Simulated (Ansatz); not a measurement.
# SnTe2 (model cell, started as rutile): a soft mode frozen in, part 2 of 3

Aim: this structure of SnTe2 (model cell, started as rutile) is to be tested for unstable modes, and one is followed downhill.

Ansatz 0.2.0; DFT PBE, scalar-relativistic, plane waves, PAW.

So far, highest frequency on the path or at a solved wavevector (cm⁻¹): step 2 (the dispersion) 137. Also lowest frequency on the path (cm⁻¹): step 2 -63.9.

The structure was built from a prototype and need not be the compound's stable phase.

## Step 4: The mode frozen in, largest atomic shift 0.45 Å

The atoms are moved along the unstable eigenvector, the largest shift by 0.45 Å, with the cell fixed.

The input, input.yaml:

```yaml
crystal:
  lattice:
    - [0.0, 0.0, -4.4240602484]
    - [-7.0577214653, -7.0577214653, 0.0]
    - [-7.0577214653, 7.0577214653, 0.0]
  atoms:
    - { symbol: Sn, position: [0.0, 0.5284783739, 0.5] }
    - { symbol: Sn, position: [0.0, 0.9715216261, 1.0] }
    - { symbol: Sn, position: [0.5, 0.999462912, 0.5] }
    - { symbol: Sn, position: [0.5, 0.500537088, 0.0] }
    - { symbol: Te, position: [0.0, 0.200361419, 0.5] }
    - { symbol: Te, position: [0.0, 0.6954999619, 0.0] }
    - { symbol: Te, position: [0.0, 0.8045000381, 0.5] }
    - { symbol: Te, position: [0.0, 0.299638581, 0.0] }
    - { symbol: Te, position: [0.5, 0.0450850962, 0.1979306904] }
    - { symbol: Te, position: [0.5, 0.4549149038, 0.6979306904] }
    - { symbol: Te, position: [0.5, 0.0450850962, 0.8020693096] }
    - { symbol: Te, position: [0.5, 0.4549149038, 0.3020693096] }
kpoints:
  mp_grid: { grid: [8, 4, 4] }
hamiltonian:
  xc: pbe
scf:
  occupations: { method: methfessel_paxton, width: 0.2 }
output:
  forces: true
  stress: true
  eigenvalues: true
```

On the command line:

```console
$ ansatz run input.yaml --threads 4 --pin off --max-ram 14336MiB --backend cpu --events-out ev --progress --plain --runs-dir out
```

Numbers of over 12 decimals in the logs are rounded to 6 here.

The log of the run:

```text
[...]
Crystal: 12 atoms, lattice volume = 440.738 Å³
Basis set: ecut = 420 eV, 8627 PW (Γ), exchange–correlation on 60×144×144 points (8 copies of the dense FFT grid, shifted against one another)
Bands: 111, of which v1, the nominal top of the filled ones, is band 92 counted from 1 (91 counted from 0)
Symmetry: 8 space group operations
[...]
k-points: 45 of 128
[...]
k-point 0: bands = [... 88 lower, 6.1357, 6.2323, 6.2928, 6.7697, 7.0045, 7.0997, 7.4294, 7.4535, ... 15 higher]
  k-point 1: bands = [... 88 lower, 6.2336, 6.3035, 6.4364, 6.5538, 7.0618, 7.2299, 7.4693, 7.4717, ... 15 higher]
  k-point 2: bands = [... 88 lower, 6.2879, 6.2879, 6.4789, 6.4789, 7.3010, 7.3010, 7.4330, 7.4330, ... 15 higher]
  k-point 44: bands = [... 88 lower, 6.3693, 6.3693, 6.5178, 6.5178, 7.5952, 7.5952, 7.6965, 7.6965, ... 15 higher]
[key lines of the parts left out:]
SCF converged after 7 iterations
Free energy (F): -79935.791757 eV
Fermi energy:    6.887115 eV
P = ⅓ Tr σ = -0.2016 GPa (-2.016 kbar)
```

Elapsed: 28 s, on 4 threads of Arm Neoverse V2, shared host; peak memory 2.1 GiB; 1.8 min of CPU time.

This step gave:

```
pressure                         : -0.2016 GPa
energy from the undistorted cell : -27.86 meV/atom
```

The energy, extrapolated to zero smearing, is -27.86 meV/atom against the undistorted cell.

The run ends at a pressure of -0.20 GPa, with forces up to 0.63 eV/Å.

## Step 5: Energy along the mode, all amplitudes (two of the runs are shown above)

An imaginary frequency means negative curvature, so the energy should fall and then rise again as anharmonic terms take over.

Numbers from this step:

- depth at the lowest point sampled: 27.86 meV/atom
- largest atomic shift at that point: 0.45 Å

Energy from the parent against largest atomic shift:

```
largest atomic shift (Å)  energy from the parent (meV/atom)
                   0.000                                  0
                   0.040                             -0.632
                   0.080                              -2.46
                   0.140                              -7.02
                   0.220                              -14.9
                   0.320                              -24.2
                   0.450                              -27.9
                   0.600                              -9.93
```

Displacement at unit largest shift by atom:

```csv
atom,x (Å),y (Å),z (Å),size
Sn1,-0.447,-0.447,0.000,0.632
Sn2,0.447,0.447,0.000,0.632
Sn3,0.008,0.008,0.000,0.011
Sn4,-0.008,-0.008,0.000,0.011
Te5,-0.038,-0.038,0.000,0.054
Te6,0.038,0.038,0.000,0.054
Te7,-0.038,-0.038,0.000,0.054
Te8,0.038,0.038,0.000,0.054
Te9,-0.707,-0.707,0.000,1.000
Te10,0.707,0.707,0.000,1.000
Te11,-0.707,-0.707,0.000,1.000
Te12,0.707,0.707,0.000,1.000
```

The lowest of the steps tried is at 0.45 Å, 27.9 meV/atom below the parent; the bottom of the well need not coincide with a step.

## Step 6: Relaxation from the frozen mode

Starting from the lowest point found, all atoms and the cell are let go, so that strain and other modes of the same symmetry can join in.

input.yaml, as its differences from that of step 4:

```diff
@@ -28 +28,10 @@
   eigenvalues: true
+  write_density: true
+  write_potential: true
+  elf: true
+  volumetric_format: npy
+relax:
+  adjacent_minimum: "off"
+  f_tol: 0.002
+  max_steps: 120
+  cell: { stress_tol: 0.03 }
```

The log of the run:

```text
[...]
Crystal: 12 atoms, lattice volume = 440.738 Å³
Basis set: ecut = 420 eV, 8627 PW (Γ), exchange–correlation on 60×144×144 points (8 copies of the dense FFT grid, shifted against one another)
Bands: 111, of which v1, the nominal top of the filled ones, is band 92 counted from 1 (91 counted from 0)
Symmetry: 8 space group operations
[...]
k-points: 45 of 128
[...]
SCF iter   1: F=—  HF=-79935.800255 eV  |F-HF|=—  |Δ(HF+E_count)|=         —  Δρ=2.23e-3  dr2=4.60e-2  ethr=1.77e-3  ⟨swp⟩=7.3  Hψ=19751  notcnv=0
[...]
SCF iter   7: F=-79935.791757 eV  HF=-79935.791757 eV  |F-HF|=4.37e-11  |Δ(HF+E_count)|=   6.58e-8  S|Δr|=    0.00e0  Δρ=2.83e-6  dr2=4.48e-8  ethr=5.43e-11  ⟨swp⟩=17.0  Hψ=41393  notcnv=0
SCF 1 converged in 7 iterations: F = -79935.791757 eV  dr2 = 4.48e-8
[...]
relax step   1: F+E_penalty+E_count = -79935.79175707 eV  Δ(F+E_penalty+E_count) = +0.000e0 eV  max|allowed force component| = 4.459e-1 eV/Å  Δτ_max = 0.0000 Å  P = -0.202 GPa  Ω = 440.738 Å³  (7 SCF iters, dr2 threshold 1.00e-7 eV, accepted)
[... from here on, the SCF cycles and remarks between the steps are left out ...]
relax step   2: F+E_penalty+E_count = -79936.06992550 eV  Δ(F+E_penalty+E_count) = -2.782e-1 eV  max|allowed force component| = 3.297e-1 eV/Å  Δτ_max = 0.1938 Å  P = -0.035 GPa  Ω = 435.396 Å³  energy of the carried Pulay correction = +8.837e-4 eV  (7 SCF iters, dr2 threshold 1.20e-6 eV, accepted)
relax step   3: F+E_penalty+E_count = -79936.13108516 eV  Δ(F+E_penalty+E_count) = -6.116e-2 eV  max|allowed force component| = 2.028e-1 eV/Å  Δτ_max = 0.0718 Å  P = +0.030 GPa  Ω = 433.889 Å³  energy of the carried Pulay correction = +1.135e-3 eV  (6 SCF iters, dr2 threshold 1.20e-6 eV, accepted)
relax step   4: F+E_penalty+E_count = -79936.18143617 eV  Δ(F+E_penalty+E_count) = -5.035e-2 eV  max|allowed force component| = 1.012e-1 eV/Å  Δτ_max = 0.1065 Å  P = -0.015 GPa  Ω = 432.320 Å³  energy of the carried Pulay correction = +1.398e-3 eV  (6 SCF iters, dr2 threshold 1.20e-6 eV, accepted)
relax step   5: F+E_penalty+E_count = -79936.20054436 eV  Δ(F+E_penalty+E_count) = -1.911e-2 eV  max|allowed force component| = 7.942e-2 eV/Å  Δτ_max = 0.0378 Å  P = -0.041 GPa  Ω = 433.297 Å³  energy of the carried Pulay correction = +1.234e-3 eV  (5 SCF iters, dr2 threshold 6.40e-7 eV, accepted)
relax step   6: F+E_penalty+E_count = -79936.20913794 eV  Δ(F+E_penalty+E_count) = -8.594e-3 eV  max|allowed force component| = 2.934e-2 eV/Å  Δτ_max = 0.0531 Å  P = +0.001 GPa  Ω = 434.359 Å³  energy of the carried Pulay correction = +1.057e-3 eV  (6 SCF iters, dr2 threshold 3.94e-7 eV, accepted)
relax step   7: F+E_penalty+E_count = -79936.21372034 eV  Δ(F+E_penalty+E_count) = -4.582e-3 eV  max|allowed force component| = 2.821e-2 eV/Å  Δτ_max = 0.0775 Å  P = +0.017 GPa  Ω = 436.091 Å³  energy of the carried Pulay correction = +7.682e-4 eV  (7 SCF iters, dr2 threshold 5.38e-8 eV, accepted)
relax step   8: F+E_penalty+E_count = -79936.21620162 eV  Δ(F+E_penalty+E_count) = -2.481e-3 eV  max|allowed force component| = 3.490e-2 eV/Å  Δτ_max = 0.0562 Å  P = +0.029 GPa  Ω = 436.684 Å³  energy of the carried Pulay correction = +6.697e-4 eV  (7 SCF iters, dr2 threshold 4.97e-8 eV, accepted)
relax step   9: F+E_penalty+E_count = -79936.22058221 eV  Δ(F+E_penalty+E_count) = -4.381e-3 eV  max|allowed force component| = 2.856e-2 eV/Å  Δτ_max = 0.1231 Å  P = +0.013 GPa  Ω = 438.832 Å³  energy of the carried Pulay correction = +3.141e-4 eV  (7 SCF iters, dr2 threshold 7.61e-8 eV, accepted)
relax step  10: F+E_penalty+E_count = -79936.23160985 eV  Δ(F+E_penalty+E_count) = -1.103e-2 eV  max|allowed force component| = 6.539e-2 eV/Å  Δτ_max = 0.1966 Å  P = +0.076 GPa  Ω = 439.901 Å³  energy of the carried Pulay correction = +1.377e-4 eV  (8 SCF iters, dr2 threshold 5.10e-8 eV, accepted)
relax step  11: F+E_penalty+E_count = -79936.25953144 eV  Δ(F+E_penalty+E_count) = -2.792e-2 eV  max|allowed force component| = 1.289e-1 eV/Å  Δτ_max = 0.1950 Å  P = +0.143 GPa  Ω = 442.033 Å³  energy of the carried Pulay correction = -2.127e-4 eV  (7 SCF iters, dr2 threshold 2.67e-7 eV, accepted)
relax step  12: F+E_penalty+E_count = -79936.34290737 eV  Δ(F+E_penalty+E_count) = -8.338e-2 eV  max|allowed force component| = 1.554e-1 eV/Å  Δτ_max = 0.1999 Å  P = +0.075 GPa  Ω = 443.658 Å³  energy of the carried Pulay correction = -4.787e-4 eV  (7 SCF iters, dr2 threshold 1.04e-6 eV, accepted)
relax step  13: F+E_penalty+E_count = -79936.46713434 eV  Δ(F+E_penalty+E_count) = -1.242e-1 eV  max|allowed force component| = 2.464e-1 eV/Å  Δτ_max = 0.1995 Å  P = +0.028 GPa  Ω = 442.752 Å³  energy of the carried Pulay correction = -3.305e-4 eV  (7 SCF iters, dr2 threshold 1.20e-6 eV, accepted)
relax step  14: F+E_penalty+E_count = -79936.61363109 eV  Δ(F+E_penalty+E_count) = -1.465e-1 eV  max|allowed force component| = 3.614e-1 eV/Å  Δτ_max = 0.1951 Å  P = -0.499 GPa  Ω = 439.882 Å³  energy of the carried Pulay correction = +1.409e-4 eV  (7 SCF iters, dr2 threshold 1.20e-6 eV, accepted)
[...]
relax step  17: F+E_penalty+E_count = -79936.54999835 eV  Δ(F+E_penalty+E_count) = +2.482e-1 eV  max|allowed force component| = 7.983e-1 eV/Å  Δτ_max = 0.1953 Å  P = +0.789 GPa  Ω = 423.940 Å³  energy of the carried Pulay correction = +2.816e-3 eV  (6 SCF iters, dr2 threshold 1.20e-6 eV, rejected (line search))
relax step  18: F+E_penalty+E_count = -79936.82826057 eV  Δ(F+E_penalty+E_count) = -3.005e-2 eV  max|allowed force component| = 1.558e-1 eV/Å  Δτ_max = 0.0976 Å  P = +0.138 GPa  Ω = 426.775 Å³  energy of the carried Pulay correction = +2.333e-3 eV  (10 SCF iters, accepted)
relax step  19: F+E_penalty+E_count = -79936.85283869 eV  Δ(F+E_penalty+E_count) = -2.458e-2 eV  max|allowed force component| = 4.211e-2 eV/Å  Δτ_max = 0.0932 Å  P = -0.140 GPa  Ω = 429.729 Å³  energy of the carried Pulay correction = +1.833e-3 eV  (6 SCF iters, dr2 threshold 1.20e-6 eV, accepted)
relax step  20: F+E_penalty+E_count = -79936.85742857 eV  Δ(F+E_penalty+E_count) = -4.590e-3 eV  max|allowed force component| = 1.486e-2 eV/Å  Δτ_max = 0.0215 Å  P = -0.039 GPa  Ω = 428.254 Å³  energy of the carried Pulay correction = +2.082e-3 eV  (6 SCF iters, dr2 threshold 1.11e-7 eV, accepted)
relax step  21: F+E_penalty+E_count = -79936.85841510 eV  Δ(F+E_penalty+E_count) = -9.865e-4 eV  max|allowed force component| = 1.203e-2 eV/Å  Δτ_max = 0.0138 Å  P = +0.031 GPa  Ω = 427.395 Å³  energy of the carried Pulay correction = +2.228e-3 eV  (6 SCF iters, dr2 threshold 3.19e-8 eV, accepted)
relax step  22: F+E_penalty+E_count = -79936.85830862 eV  Δ(F+E_penalty+E_count) = +1.065e-4 eV  max|allowed force component| = 1.632e-2 eV/Å  Δτ_max = 0.0068 Å  P = +0.006 GPa  Ω = 427.900 Å³  energy of the carried Pulay correction = +2.142e-3 eV  (6 SCF iters, dr2 threshold 9.05e-9 eV, rejected (line search))
relax step  23: F+E_penalty+E_count = -79936.85858420 eV  Δ(F+E_penalty+E_count) = -1.691e-4 eV  max|allowed force component| = 2.126e-3 eV/Å  Δτ_max = 0.0057 Å  P = -0.006 GPa  Ω = 427.853 Å³  energy of the carried Pulay correction = +2.150e-3 eV  (8 SCF iters, accepted)
relax step  24: F+E_penalty+E_count = -79936.85860413 eV  Δ(F+E_penalty+E_count) = -1.994e-5 eV  max|allowed force component| = 1.317e-3 eV/Å  Δτ_max = 0.0011 Å  P = +0.002 GPa  Ω = 427.776 Å³  energy of the carried Pulay correction = +2.163e-3 eV  (6 SCF iters, dr2 threshold 2.82e-10 eV, accepted)
relax step  25: F+E_penalty+E_count = -79936.85945461 eV  Δ(F+E_penalty+E_count) = -8.505e-4 eV  max|allowed force component| = 1.216e-3 eV/Å  Δτ_max = 0.0000 Å  P = -0.000 GPa  Ω = 427.776 Å³  stress off target by 1.91e-2 GPa  SCF on the basis re-selected at this cell (its energy is not comparable with the rows above)  (6 SCF iters)
basis re-selected at this cell: Δ(F+E_penalty+E_count) = -8.505e-4 eV, ΔP = -0.002 GPa vs the last step (what re-selecting the basis moved, of the pressure what is left beyond the Pulay correction that the steps carried, after the strain that the cell walked since its last selection, with what the two solves' SCF thresholds leave and, on support functions, any second-order correction that the steps lacked; it is no measure of the basis error at this ecutwfc). The dense FFT grid was sized anew with the basis: this SCF ran on 30×75×60 points, the steps before it on 30×72×72, so part of this shift can come from that change (see relax.cell in the input reference). [rest of the remark cut]
SCF converged after 6 iterations
[...]
Free energy (F): -79936.859455 eV
[...]
Internal energy: -79936.858149 eV  (E = F + TS)
E sigma→0 (E₀):  -79936.859128 eV
Entropy (-TS):   -0.001305 eV (-0.109 meV/atom)
Fermi energy:    7.657456 eV
[...]
--- Forces (eV/Å), atoms counted from 1 ---
  atom   1  Sn    -0.00024695    -0.00024695     0.00000000
  atom   2  Sn     0.00024695     0.00024695    -0.00000000
  atom   3  Sn    -0.00121648    -0.00121648     0.00000000
  atom   4  Sn     0.00121648     0.00121648    -0.00000000
  atom   5  Te     0.00096549     0.00096549     0.00000000
  atom   6  Te    -0.00049219    -0.00049219     0.00000000
  atom   7  Te     0.00049219     0.00049219    -0.00000000
  atom   8  Te    -0.00096549    -0.00096549    -0.00000000
  atom   9  Te     0.00013090     0.00020619    -0.00000000
  atom  10  Te    -0.00020619    -0.00013090    -0.00000000
  atom  11  Te     0.00020619     0.00013090     0.00000000
  atom  12  Te    -0.00013090    -0.00020619     0.00000000
  max |Σ_I F_I| component: 4.34e-18 eV/Å
--- Stress (GPa, compression-positive) ---
        0.001779       0.017351       0.000000
        0.017351       0.001779       0.000000
        0.000000       0.000000      -0.003749
  P = ⅓ Tr σ = -0.0001 GPa (-0.001 kbar)
--- Band table (eV; the first three rows and the last of 45) ---
  k-point 0: bands = [... 88 lower, 6.8010, 6.8444, 6.9989, 7.1388, 7.3915, 7.6356, 7.8936, 7.9072, ... 15 higher]
  k-point 1: bands = [... 88 lower, 6.6504, 6.9159, 7.4259, 7.5097, 7.6597, 7.9272, 8.0866, 8.3262, ... 15 higher]
  k-point 2: bands = [... 88 lower, 6.7392, 6.7392, 7.5690, 7.5690, 8.1827, 8.1827, 8.6679, 8.6679, ... 15 higher]
  k-point 44: bands = [... 88 lower, 6.7123, 6.7123, 7.2130, 7.2130, 8.6932, 8.6932, 9.1300, 9.1300, ... 15 higher]
--- Relaxed structure (24 steps of the walk, 22 accepted, 1 SCFs on fresh bases) ---
  F+E_penalty+E_count = -79936.85945461 eV   max|allowed force component| = 1.216e-3 eV/Å   (the final SCF, on the basis selected at the relaxed cell)
  cell:  # Å, volume = 427.7760 Å³
    - [0, 0, -4.397357]
    - [-7.746564, -7.746564, 0]
    - [-6.278930, 6.278930, 0]
  atoms:
    - { symbol: Sn, position: [0, 0.408923, 0.5] }
    - { symbol: Sn, position: [0, 1.091077, 1.0] }
    - { symbol: Sn, position: [0.5, 0.870155, 0.500000] }
    - { symbol: Sn, position: [0.5, 0.629845, 0] }
    - { symbol: Te, position: [0, 0.126397, 0.500000] }
    - { symbol: Te, position: [0, 0.803103, 0] }
    - { symbol: Te, position: [0, 0.696897, 0.500000] }
    - { symbol: Te, position: [0, 0.373603, 5.551115123125783e-17] }
    - { symbol: Te, position: [0.5, 0.081717, 0.248433] }
    - { symbol: Te, position: [0.5, 0.418283, 0.748433] }
    - { symbol: Te, position: [0.5, 0.081717, 0.751567] }
    - { symbol: Te, position: [0.5, 0.418283, 0.251567] }
```

It took 16 min on 4 threads; peak memory 2.2 GiB.

(Continued in part 3 of 3.)

[Logs are printed without paths, hosts, clocks, repeated set-up lines and the standing remarks that a program may print on its own settings, such as how far it seeks lower states.]

[Hosts, paths, dates, database ids (printed as entryN), source tags and the programs' standing remarks are cut or masked in the printed files.]
